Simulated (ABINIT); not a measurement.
# LiSnH3 (Pm-3m): zone-centre phonons, part 4 of 4

Aim: the zone-centre modes of LiSnH3 (Pm-3m).

ABINIT 10.8.3; DFT LDA, scalar-relativistic, plane waves, PseudoDojo norm-conserving pseudopotentials.

So far. Step 7 (Zone-centre response): The acoustic modes at Γ come out as far as 1.3 cm⁻¹ from zero, where they should vanish, a small numerical error. The lowest optical mode is imaginary, 456i cm⁻¹, an instability at this level and on this k mesh. Step 8 (Zone-centre analysis): The rule moves no optical mode by more than 0.1 cm⁻¹. The relaxed cell has a = 4.083 Å (conventional setting).

The structure was built from a prototype and need not be the compound's stable phase.

### 9. Sum rules set otherwise (asr 0)

Without the rule the raw error of the acoustic modes shows.

anaddb.abi

```
ddb_filepath "gamma_DDB"
output_file "anaddb.abo"
outdata_prefix "anaddb"
asr 0
chneut 0
enunit 2
eivec 1
nph1l 1
qph1l 0.0 0.0 0.0 1.0
```

mrgddb.in

```
gamma_DDB
merged
2
dfpt_gammao_DDB
gso_DDB
```

On the command line:

```console
> mrgddb < mrgddb.in > mrgddb.log
> OMP_NUM_THREADS=1 anaddb anaddb.abi > anaddb.log
```

anaddb.abo, the main output file:

```text
-outvars_anaddb: echo values of input variables ----------------------

 Miscellaneous information :
      enunit         2
       eivec         1
      chneut         0
 First list of wavevector (reduced coord.) :
       nph1l         1
       qph1l
                     0.00000000E+00  0.00000000E+00  0.00000000E+00    1.000E+00

================================================================================

 read the DDB information and perform some checks

  ==== Info on the Cryst% object ====
 Real(R)+Recip(G) space primitive vectors, cartesian coordinates (Bohr,Bohr^-1):
 R(1)=  7.7160261  0.0000000  0.0000000  G(1)=  0.1296004  0.0000000  0.0000000
 R(2)=  0.0000000  7.7160261  0.0000000  G(2)=  0.0000000  0.1296004  0.0000000
 R(3)=  0.0000000  0.0000000  7.7160261  G(3)=  0.0000000  0.0000000  0.1296004
 Unit cell volume ucvol=  4.5938950E+02 bohr^3
 Angles (23,13,12)=  9.00000000E+01  9.00000000E+01  9.00000000E+01 degrees
 Time-reversal symmetry is present
 Reduced atomic positions [iatom, xred, symbol]:
    1)    0.0000000  0.0000000  0.0000000  Li
    2)    0.5000000  0.5000000  0.5000000  Sn
    3)    0.5000000  0.5000000  0.0000000   H
    4)    0.5000000  0.0000000  0.5000000   H
    5)    0.0000000  0.5000000  0.5000000   H

 DDB file with 3 blocks has been read.

================================================================================

 Treat the first list of vectors

  Phonon wavevector (reduced coordinates) :  0.00000  0.00000  0.00000
 Phonon energies in Hartree :
  -2.079765E-03 -2.079765E-03 -2.079765E-03 -8.403492E-04 -8.403492E-04
  -8.403492E-04 -5.832209E-06 -5.832209E-06 -5.832208E-06  1.086514E-03
   1.086514E-03  1.086514E-03  1.804253E-03  1.804253E-03  1.804253E-03
 Phonon energies in meV     :
- -5.659328E+01 -5.659328E+01 -5.659328E+01 -2.286707E+01 -2.286707E+01
- -2.286707E+01 -1.587025E-01 -1.587025E-01 -1.587025E-01  2.956555E+01
-  2.956555E+01  2.956555E+01  4.909623E+01  4.909623E+01  4.909623E+01
 Phonon frequencies in cm-1    :
- -4.564556E+02 -4.564556E+02 -4.564556E+02 -1.844353E+02 -1.844353E+02
- -1.844353E+02 -1.280022E+00 -1.280022E+00 -1.280022E+00  2.384622E+02
-  2.384622E+02  2.384622E+02  3.959878E+02  3.959878E+02  3.959878E+02
 Phonon frequencies in Thz     :
- -1.368419E+01 -1.368419E+01 -1.368419E+01 -5.529232E+00 -5.529232E+00
- -5.529232E+00 -3.837409E-02 -3.837409E-02 -3.837408E-02  7.148918E+00
-  7.148918E+00  7.148918E+00  1.187142E+01  1.187142E+01  1.187142E+01
 Phonon energies in Kelvin  :
- -6.567377E+02 -6.567377E+02 -6.567377E+02 -2.653613E+02 -2.653613E+02
- -2.653613E+02 -1.841666E+00 -1.841666E+00 -1.841666E+00  3.430940E+02
-  3.430940E+02  3.430940E+02  5.697381E+02  5.697381E+02  5.697381E+02

 Eigendisplacements
 (will be given, for each mode : in cartesian coordinates
   for each atom the real part of the displacement vector,
   then the imaginary part of the displacement vector - absolute values smaller than 1.0d-7 are set to zero)
  Mode number    1   Energy   -2.079765E-03
 Attention : low frequency mode.
   (Could be unstable or acoustic mode)
-  1  0.00000000E+00  0.00000000E+00  1.21449804E-03
-     0.00000000E+00  0.00000000E+00  0.00000000E+00
-  2  0.00000000E+00  0.00000000E+00  1.84790655E-04
-     0.00000000E+00  0.00000000E+00  0.00000000E+00
-  3  0.00000000E+00  0.00000000E+00 -2.23590600E-02
-     0.00000000E+00  0.00000000E+00  0.00000000E+00
-  4  0.00000000E+00  0.00000000E+00 -3.88277232E-03
-     0.00000000E+00  0.00000000E+00  0.00000000E+00
-  5  0.00000000E+00  0.00000000E+00 -3.88277232E-03
-     0.00000000E+00  0.00000000E+00  0.00000000E+00
  Mode number    2   Energy   -2.079765E-03
 Attention : low frequency mode.
   (Could be unstable or acoustic mode)
-  1  4.17139730E-07 -1.21449796E-03  0.00000000E+00
-     0.00000000E+00  0.00000000E+00  0.00000000E+00
-  2  0.00000000E+00 -1.84790644E-04  0.00000000E+00
-     0.00000000E+00  0.00000000E+00  0.00000000E+00
-  3 -1.33360331E-06  3.88277209E-03  0.00000000E+00
-     0.00000000E+00  0.00000000E+00  0.00000000E+00
-  4 -1.33360331E-06  2.23590587E-02  0.00000000E+00
-     0.00000000E+00  0.00000000E+00  0.00000000E+00
-  5 -7.67959436E-06  3.88277209E-03  0.00000000E+00
-     0.00000000E+00  0.00000000E+00  0.00000000E+00
  Mode number    3   Energy   -2.079765E-03
 Attention : low frequency mode.
   (Could be unstable or acoustic mode)
-  1  1.21449796E-03  4.17139730E-07  0.00000000E+00
-     0.00000000E+00  0.00000000E+00  0.00000000E+00
-  2  1.84790644E-04  0.00000000E+00  0.00000000E+00
-     0.00000000E+00  0.00000000E+00  0.00000000E+00
-  3 -3.88277209E-03 -1.33360331E-06  0.00000000E+00
-     0.00000000E+00  0.00000000E+00  0.00000000E+00
-  4 -3.88277209E-03 -7.67959436E-06  0.00000000E+00
-     0.00000000E+00  0.00000000E+00  0.00000000E+00
-  5 -2.23590587E-02 -1.33360331E-06  0.00000000E+00
-     0.00000000E+00  0.00000000E+00  0.00000000E+00
  Mode number    4   Energy   -8.403492E-04
 Attention : low frequency mode.
   (Could be unstable or acoustic mode)
-  1  0.00000000E+00  1.83722879E-07  8.13707826E-03
-     0.00000000E+00  0.00000000E+00  0.00000000E+00
-  2  0.00000000E+00  0.00000000E+00 -4.29289131E-04
-     0.00000000E+00  0.00000000E+00  0.00000000E+00
-  3  0.00000000E+00 -1.10482513E-07  4.32530711E-03
-     0.00000000E+00  0.00000000E+00  0.00000000E+00
-  4  0.00000000E+00  0.00000000E+00 -4.89326566E-03
-     0.00000000E+00  0.00000000E+00  0.00000000E+00
-  5  0.00000000E+00 -1.10482513E-07 -4.89326566E-03
-     0.00000000E+00  0.00000000E+00  0.00000000E+00
  Mode number    5   Energy   -8.403492E-04
 Attention : low frequency mode.
   (Could be unstable or acoustic mode)
-  1  0.00000000E+00  8.13707826E-03 -1.83722887E-07
-     0.00000000E+00  0.00000000E+00  0.00000000E+00
-  2  0.00000000E+00 -4.29289131E-04  0.00000000E+00
-     0.00000000E+00  0.00000000E+00  0.00000000E+00
-  3  0.00000000E+00 -4.89326566E-03  0.00000000E+00
-     0.00000000E+00  0.00000000E+00  0.00000000E+00
-  4  0.00000000E+00  4.32530711E-03  1.10482518E-07
-     0.00000000E+00  0.00000000E+00  0.00000000E+00
-  5  0.00000000E+00 -4.89326566E-03  1.10482518E-07
-     0.00000000E+00  0.00000000E+00  0.00000000E+00
  Mode number    6   Energy   -8.403492E-04
 Attention : low frequency mode.
   (Could be unstable or acoustic mode)
-  1  8.13707827E-03  0.00000000E+00  0.00000000E+00
-     0.00000000E+00  0.00000000E+00  0.00000000E+00
-  2 -4.29289132E-04  0.00000000E+00  0.00000000E+00
-     0.00000000E+00  0.00000000E+00  0.00000000E+00
-  3 -4.89326566E-03  0.00000000E+00  0.00000000E+00
-     0.00000000E+00  0.00000000E+00  0.00000000E+00
-  4 -4.89326566E-03  0.00000000E+00  0.00000000E+00
-     0.00000000E+00  0.00000000E+00  0.00000000E+00
-  5  4.32530711E-03  0.00000000E+00  0.00000000E+00
-     0.00000000E+00  0.00000000E+00  0.00000000E+00
  Mode number    7   Energy   -5.832209E-06
 Attention : low frequency mode.
   (Could be unstable or acoustic mode)
-  1  0.00000000E+00  0.00000000E+00  2.06435505E-03
-     0.00000000E+00  0.00000000E+00  0.00000000E+00
-  2  0.00000000E+00  0.00000000E+00  2.06479544E-03
-     0.00000000E+00  0.00000000E+00  0.00000000E+00
-  3  0.00000000E+00  0.00000000E+00  2.06473334E-03
-     0.00000000E+00  0.00000000E+00  0.00000000E+00
-  4  0.00000000E+00  0.00000000E+00  2.06516881E-03
-     0.00000000E+00  0.00000000E+00  0.00000000E+00
-  5  0.00000000E+00  0.00000000E+00  2.06516881E-03
-     0.00000000E+00  0.00000000E+00  0.00000000E+00
  Mode number    8   Energy   -5.832209E-06
 Attention : low frequency mode.
   (Could be unstable or acoustic mode)
-  1  0.00000000E+00  2.06435505E-03  0.00000000E+00
-     0.00000000E+00  0.00000000E+00  0.00000000E+00
-  2  0.00000000E+00  2.06479544E-03  0.00000000E+00
-     0.00000000E+00  0.00000000E+00  0.00000000E+00
-  3  0.00000000E+00  2.06516881E-03  0.00000000E+00
-     0.00000000E+00  0.00000000E+00  0.00000000E+00
-  4  0.00000000E+00  2.06473334E-03  0.00000000E+00
-     0.00000000E+00  0.00000000E+00  0.00000000E+00
-  5  0.00000000E+00  2.06516881E-03  0.00000000E+00
-     0.00000000E+00  0.00000000E+00  0.00000000E+00
  Mode number    9   Energy   -5.832208E-06
 Attention : low frequency mode.
   (Could be unstable or acoustic mode)
-  1  2.06435505E-03  0.00000000E+00  0.00000000E+00
-     0.00000000E+00  0.00000000E+00  0.00000000E+00
-  2  2.06479544E-03  0.00000000E+00  0.00000000E+00
-     0.00000000E+00  0.00000000E+00  0.00000000E+00
-  3  2.06516881E-03  0.00000000E+00  0.00000000E+00
-     0.00000000E+00  0.00000000E+00  0.00000000E+00
-  4  2.06516881E-03  0.00000000E+00  0.00000000E+00
-     0.00000000E+00  0.00000000E+00  0.00000000E+00
-  5  2.06473334E-03  0.00000000E+00  0.00000000E+00
-     0.00000000E+00  0.00000000E+00  0.00000000E+00
  Mode number   10   Energy    1.086514E-03
-  1  0.00000000E+00  0.00000000E+00  0.00000000E+00
-     0.00000000E+00  0.00000000E+00  0.00000000E+00
-  2  0.00000000E+00  0.00000000E+00  0.00000000E+00
-     0.00000000E+00  0.00000000E+00  0.00000000E+00
-  3  0.00000000E+00 -5.25888336E-07  0.00000000E+00
-     0.00000000E+00  0.00000000E+00  0.00000000E+00
-  4  0.00000000E+00  0.00000000E+00 -1.64963404E-02
-     0.00000000E+00  0.00000000E+00  0.00000000E+00
-  5  0.00000000E+00  5.25888336E-07  1.64963404E-02
-     0.00000000E+00  0.00000000E+00  0.00000000E+00
  Mode number   11   Energy    1.086514E-03
-  1  0.00000000E+00  0.00000000E+00  0.00000000E+00
-     0.00000000E+00  0.00000000E+00  0.00000000E+00
-  2  0.00000000E+00  0.00000000E+00  0.00000000E+00
-     0.00000000E+00  0.00000000E+00  0.00000000E+00
-  3  1.80274352E-07 -1.64963404E-02  0.00000000E+00
-     0.00000000E+00  0.00000000E+00  0.00000000E+00
-  4 -1.80274352E-07  0.00000000E+00  5.25888341E-07
-     0.00000000E+00  0.00000000E+00  0.00000000E+00
-  5  0.00000000E+00  1.64963404E-02 -5.25888341E-07
-     0.00000000E+00  0.00000000E+00  0.00000000E+00
  Mode number   12   Energy    1.086514E-03
-  1  0.00000000E+00  0.00000000E+00  0.00000000E+00
-     0.00000000E+00  0.00000000E+00  0.00000000E+00
-  2  0.00000000E+00  0.00000000E+00  0.00000000E+00
-     0.00000000E+00  0.00000000E+00  0.00000000E+00
-  3  1.64963405E-02  1.80274367E-07  0.00000000E+00
-     0.00000000E+00  0.00000000E+00  0.00000000E+00
-  4 -1.64963405E-02  0.00000000E+00  0.00000000E+00
-     0.00000000E+00  0.00000000E+00  0.00000000E+00
-  5  0.00000000E+00 -1.80274367E-07  0.00000000E+00
-     0.00000000E+00  0.00000000E+00  0.00000000E+00
  Mode number   13   Energy    1.804253E-03
-  1  0.00000000E+00  0.00000000E+00 -2.66197261E-03
-     0.00000000E+00  0.00000000E+00  0.00000000E+00
-  2  0.00000000E+00  0.00000000E+00  3.73309445E-04
-     0.00000000E+00  0.00000000E+00  0.00000000E+00
-  3  0.00000000E+00  1.57763480E-07  4.62163687E-03
-     0.00000000E+00  0.00000000E+00  0.00000000E+00
-  4  0.00000000E+00  0.00000000E+00 -1.51276025E-02
-     0.00000000E+00  0.00000000E+00  0.00000000E+00
-  5  0.00000000E+00  1.57763480E-07 -1.51276025E-02
-     0.00000000E+00  0.00000000E+00  0.00000000E+00
  Mode number   14   Energy    1.804253E-03
-  1  0.00000000E+00  2.66197261E-03  0.00000000E+00
-     0.00000000E+00  0.00000000E+00  0.00000000E+00
-  2  0.00000000E+00 -3.73309445E-04  0.00000000E+00
-     0.00000000E+00  0.00000000E+00  0.00000000E+00
-  3  3.28741960E-07  1.51276025E-02  0.00000000E+00
-     0.00000000E+00  0.00000000E+00  0.00000000E+00
-  4  3.28741960E-07 -4.62163687E-03  1.57763758E-07
-     0.00000000E+00  0.00000000E+00  0.00000000E+00
-  5 -1.00434022E-07  1.51276025E-02  1.57763758E-07
-     0.00000000E+00  0.00000000E+00  0.00000000E+00
  Mode number   15   Energy    1.804253E-03
-  1  2.66197261E-03  0.00000000E+00  0.00000000E+00
-     0.00000000E+00  0.00000000E+00  0.00000000E+00
-  2 -3.73309445E-04  0.00000000E+00  0.00000000E+00
-     0.00000000E+00  0.00000000E+00  0.00000000E+00
-  3  1.51276025E-02 -3.28742094E-07  0.00000000E+00
-     0.00000000E+00  0.00000000E+00  0.00000000E+00
-  4  1.51276025E-02  1.00434063E-07  0.00000000E+00
-     0.00000000E+00  0.00000000E+00  0.00000000E+00
-  5 -4.62163687E-03 -3.28742094E-07  0.00000000E+00
-     0.00000000E+00  0.00000000E+00  0.00000000E+00

 Analysis of degeneracies and characters (maximum tolerance=1.00E-06 a.u.)
 For each vibration mode, or group of modes if degenerate,
 the characters are given for each symmetry operation (see the list in the log file).
 Symmetry characters of vibration mode #   1
       degenerate with vibration modes #   2 to    3
  3.0 -3.0 -1.0  1.0 -1.0  1.0 -1.0  1.0  1.0 -1.0 -1.0  1.0  1.0 -1.0 -1.0  1.0
 -0.0  0.0 -0.0  0.0  0.0 -0.0  0.0 -0.0  1.0 -1.0 -1.0  1.0 -1.0  1.0  1.0 -1.0
 -0.0  0.0  0.0 -0.0  0.0 -0.0 -0.0  0.0  1.0 -1.0  1.0 -1.0 -1.0  1.0 -1.0  1.0
 Symmetry characters of vibration mode #   4
       degenerate with vibration modes #   5 to    6
  3.0 -3.0 -1.0  1.0 -1.0  1.0 -1.0  1.0  1.0 -1.0 -1.0  1.0  1.0 -1.0 -1.0  1.0
 -0.0  0.0 -0.0  0.0  0.0 -0.0  0.0 -0.0  1.0 -1.0 -1.0  1.0 -1.0  1.0  1.0 -1.0
 -0.0  0.0  0.0 -0.0  0.0 -0.0 -0.0  0.0  1.0 -1.0  1.0 -1.0 -1.0  1.0 -1.0  1.0
 Symmetry characters of vibration mode #   7
       degenerate with vibration modes #   8 to    9
  3.0 -3.0 -1.0  1.0 -1.0  1.0 -1.0  1.0  1.0 -1.0 -1.0  1.0  1.0 -1.0 -1.0  1.0
 -0.0  0.0 -0.0  0.0  0.0 -0.0  0.0 -0.0  1.0 -1.0 -1.0  1.0 -1.0  1.0  1.0 -1.0
 -0.0  0.0  0.0 -0.0  0.0 -0.0 -0.0  0.0  1.0 -1.0  1.0 -1.0 -1.0  1.0 -1.0  1.0
 Symmetry characters of vibration mode #  10
       degenerate with vibration modes #  11 to   12
  3.0 -3.0 -1.0  1.0 -1.0  1.0 -1.0  1.0 -1.0  1.0  1.0 -1.0 -1.0  1.0  1.0 -1.0
 -0.0  0.0 -0.0  0.0  0.0 -0.0  0.0 -0.0 -1.0  1.0  1.0 -1.0  1.0 -1.0 -1.0  1.0
 -0.0  0.0  0.0 -0.0  0.0 -0.0 -0.0  0.0 -1.0  1.0 -1.0  1.0  1.0 -1.0  1.0 -1.0
 Symmetry characters of vibration mode #  13
       degenerate with vibration modes #  14 to   15
  3.0 -3.0 -1.0  1.0 -1.0  1.0 -1.0  1.0  1.0 -1.0 -1.0  1.0  1.0 -1.0 -1.0  1.0
 -0.0  0.0 -0.0  0.0  0.0 -0.0  0.0 -0.0  1.0 -1.0 -1.0  1.0 -1.0  1.0  1.0 -1.0
 -0.0  0.0  0.0 -0.0  0.0 -0.0 -0.0  0.0  1.0 -1.0  1.0 -1.0 -1.0  1.0 -1.0  1.0
-
```

It took 0.51 s on 1 thread of Arm Neoverse V1, shared host.

Zone-centre frequencies as printed; negative means imaginary. Modes:

```tsv
mode	frequency (cm⁻¹)
1	-456.5
2	-456.5
3	-456.5
4	-184.4
5	-184.4
6	-184.4
7	-1.28
8	-1.28
9	-1.28
10	238.5
11	238.5
12	238.5
13	396
14	396
15	396
```

### 10. Summary of results

```json
{
  "space group after relaxation": "Pm-3m",
  "volume per atom": "13.6 Å³",
  "highest optical zone-centre mode (no LO-TO term)": "396.0 cm⁻¹",
  "lowest optical zone-centre mode": "-456.5 cm⁻¹",
  "imaginary optical modes at the zone centre (no q mesh in this session)": "yes"
}
```

**Reading.** At the LDA level the optical modes of LiSnH3 (Pm-3m) at the zone centre run from 456i to 396 cm⁻¹, so the structure is a saddle point, with 6 modes beyond 10i cm⁻¹ there. The base run prints -0.38 GPa, mostly the error of a finite basis; the relaxation, with a smoothed and higher cutoff, had brought the cell to rest. These are harmonic frequencies at zero temperature: anharmonic shifts and linewidths and thermal expansion are left out. The gap is closed at this level, which can be the usual underestimate of semilocal functionals and leaves polar modes without their LO-TO splitting; the narrow smearing kept for a small-gap crystal asks for a denser k mesh than was used. The structure is a hypothetical one, built on a prototype.

[Host names and launcher messages were left out of these logs when they were recorded.]

[Logs are printed without paths, hosts, clocks, repeated set-up lines and the standing remarks that a program may print on its own settings, such as how far it seeks lower states.]

[Hosts, paths, dates, database ids (printed as entryN), source tags and the programs' standing remarks are cut or masked in the printed files.]
